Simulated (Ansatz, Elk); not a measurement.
# KZr: X-ray structure factors from the self-consistent density, part 2 of 2

Structure refinements treat a crystal as free atoms side by side. For a made-up structure of KZr (cell and positions from a PBE relaxation) the runs below show what the calculated density changes in F(hkl).

Elk 11.2.3 (patched build); all-electron DFT.

So far: Starting point; Ground state and structure factors; The highest occupied states alone.

The structure was built from a prototype and need not be the compound's stable phase.

## Step 4: Another functional

Level of this step: DFT, LDA (Perdew-Wang), all-electron APW+lo, Dirac cores, scalar-relativistic bands, static density, no spin (Elk).

The difference from free atoms is small, so it is set against the change that LDA (Perdew-Wang) makes.

File elk.in:

```
tasks
  0
  195

xctype
  3

spinpol
  .false.

rgkmax
  7.0

gmaxvr
  14.0

lmaxo
  7

lmaxapw
  8

swidth
  0.002

tshift
  .false.

ramdisk
  .false.

hmaxvr
  5.5

maxscl
  120

epspot
  1e-06

sppath
  './'

avec
  3.05372850423 1.76307097395 13.18226117335
  -3.05372850423 1.76307097395 13.18226117335
  0.00000000000 -3.52614194790 13.18226117335

atoms
  2
  'Zr.in'
  1
  0.5000000000 0.5000000000 0.5000000000   0.000000 0.000000 0.000000
  'K.in'
  1
  -0.0000000000 0.0000000000 0.0000000000   0.000000 0.000000 0.000000

ngridk
  8 8 8
```

Run with:

```bash
$ OMP_NUM_THREADS=4 elk
```

Numbers of over 12 decimals in the logs are rounded to 6 here.

Log:

```text
┌─────────────────────────┐
│ Elk code version 11.2.3 │
└─────────────────────────┘

All units are atomic (Hartree, Bohr, etc.)

┌─────────────────────────────────────────────────┐
│ Ground-state run starting from atomic densities │
└─────────────────────────────────────────────────┘

Lattice vectors :
   3.053728504       1.763070974       13.18226117
  -3.053728504       1.763070974       13.18226117
   0.000000000      -3.526141948       13.18226117

Reciprocal lattice vectors :
   1.028772744      0.5939622208      0.1588798063
[...]
Charges :
 core                        :    38.00000000
 valence                     :    21.00000000
 interstitial                :    3.582804085
 muffin-tins (core leakage)
  species : 1 (Zr)
   atom 1                    :    37.79825866     ( -0.2386036247E-05)
  species : 2 (K)
   atom 1                    :    17.61893725     ( -0.3353043107E-05)
 total in muffin-tins        :    55.41719591
 total calculated charge     :    58.99991353
 total charge                :    59.00000000
 error                       :   0.8646745398E-04

┌──────────────────────────────┐
│ Self-consistent loop stopped │
└──────────────────────────────┘

Wrote STATE.OUT
[key lines of the parts left out:]
total energy                :     -4195.8452440485
```

Run time: 12 s. Hardware: 4 threads of Arm Neoverse V2, shared host; peak memory 0.18 GiB.

Against the first run R = 0.05 %; the largest change is +0.032 at 006.

## Step 5: Basis size

A smaller basis shows how fast F responds to it; the change is likely larger than the basis error of the first run, but doesn't show convergence.

elk.in, as its differences from that of step 4:

```diff
@@ -5,3 +5,3 @@
 xctype
-  3
+  20
 
@@ -11,3 +11,3 @@
 rgkmax
-  7.0
+  5.5
```

Run with:

```bash
$ OMP_NUM_THREADS=4 elk
```

Log:

```text
┌─────────────────────────┐
│ Elk code version 11.2.3 │
└─────────────────────────┘

All units are atomic (Hartree, Bohr, etc.)

┌─────────────────────────────────────────────────┐
│ Ground-state run starting from atomic densities │
└─────────────────────────────────────────────────┘

Lattice vectors :
   3.053728504       1.763070974       13.18226117
  -3.053728504       1.763070974       13.18226117
   0.000000000      -3.526141948       13.18226117

Reciprocal lattice vectors :
   1.028772744      0.5939622208      0.1588798063
[...]
Charges :
 core                        :    38.00000000
 valence                     :    21.00000000
 interstitial                :    3.689937078
 muffin-tins (core leakage)
  species : 1 (Zr)
   atom 1                    :    37.71571534     (  0.2484560973E-05)
  species : 2 (K)
   atom 1                    :    17.59434758     ( -0.1012956510E-06)
 total in muffin-tins        :    55.31006292
 total calculated charge     :    58.99990214
 total charge                :    59.00000000
 error                       :   0.9785697753E-04

┌──────────────────────────────┐
│ Self-consistent loop stopped │
└──────────────────────────────┘

Wrote STATE.OUT
[key lines of the parts left out:]
total energy                :     -4201.2148522397
```

Elapsed: 15 s, on 4 threads; peak memory 0.18 GiB; 33 s of CPU time.

Against the first run R = 0.03 %; the largest change is +0.040 at 0 1 14.

## Step 6: Basis size

The basis and the expansions that go with it are enlarged, to see whether the differences are converged.

elk.in, as its differences from that of step 5:

```diff
@@ -11,12 +11,12 @@
 rgkmax
-  5.5
+  8.5
 
 gmaxvr
-  14.0
+  18.0
 
 lmaxo
-  7
+  9
 
 lmaxapw
-  8
+  10
```

Run with:

```bash
$ OMP_NUM_THREADS=4 elk
```

Log:

```text
┌─────────────────────────┐
│ Elk code version 11.2.3 │
└─────────────────────────┘

All units are atomic (Hartree, Bohr, etc.)

┌─────────────────────────────────────────────────┐
│ Ground-state run starting from atomic densities │
└─────────────────────────────────────────────────┘

Lattice vectors :
   3.053728504       1.763070974       13.18226117
  -3.053728504       1.763070974       13.18226117
   0.000000000      -3.526141948       13.18226117

Reciprocal lattice vectors :
   1.028772744      0.5939622208      0.1588798063
[...]
Charges :
 core                        :    38.00000000
 valence                     :    21.00000000
 interstitial                :    3.574711981
 muffin-tins (core leakage)
  species : 1 (Zr)
   atom 1                    :    37.78985999     (  0.2497910280E-05)
  species : 2 (K)
   atom 1                    :    17.63542803     ( -0.1010636925E-06)
 total in muffin-tins        :    55.42528802
 total calculated charge     :    58.99999849
 total charge                :    59.00000000
 error                       :   0.1513930023E-05

┌──────────────────────────────┐
│ Self-consistent loop stopped │
└──────────────────────────────┘

Wrote STATE.OUT
[key lines of the parts left out:]
total energy                :     -4201.2788700871
```

It took 38 s on 4 threads; peak memory 0.33 GiB.

Against the first run R = 0.01 %; the largest change is -0.007 at 208.

## Step 7: Settings against the effect

| run | R against the first run (%) | R against neutral atoms, low angle (%) | wall time |
| --- | --- | --- | --- |
| PBE, rgkmax 7 | 0.00 | 0.33 | 17 s |
| LDA (Perdew-Wang) | 0.05 | 0.30 | 12 s |
| rgkmax 5.5 | 0.03 | 0.37 | 15 s |
| rgkmax 8.5 with larger expansions | 0.01 | 0.33 | 38 s |

## Step 8: Results

| Property | Result |
| --- | --- |
| R against neutral atoms, sin θ/λ < 0.3 Å⁻¹ | 0.33 % |
| R against neutral atoms, 0.3 to 0.82 Å⁻¹ | 0.16 % |

In words: Independent neutral atoms miss the calculated amplitudes by R = 0.33 % below 0.3 Å⁻¹ and 0.16 % from there to 0.82 Å⁻¹; by shells, 0.45 % below 0.15 Å⁻¹ (2 forms), 0.32 % 0.15 to 0.3 (9 forms), 0.16 % 0.3 to 0.45 (20 forms), 0.15 % above 0.45 (115 forms). Bonding, aspherical density and the tables' own atoms all enter these figures, and the runs don't part them. The largest change of an amplitude is -0.22 electrons, at 012. The window's part falls from 5.0 electrons at the origin to at most 0.04 between 0.45 and 0.82 Å⁻¹. Below 0.3 Å⁻¹ the changes that finished (LDA (Perdew-Wang), rgkmax 5.5 and rgkmax 8.5 with larger expansions) move F by R = 0.06 % at most, against the 0.33 % that separates it from free atoms. The k-mesh has no finished test. Part of the difference isn't bonding: the tables are fits to free atoms and ions calculated by other methods than this functional. Thermal motion, anomalous dispersion and extinction are left out.

[Logs are printed without paths, hosts, clocks, repeated set-up lines and the standing remarks that a program may print on its own settings, such as how far it seeks lower states.]

[Hosts, paths, dates, database ids (printed as entryN), source tags and the programs' standing remarks are cut or masked in the printed files.]
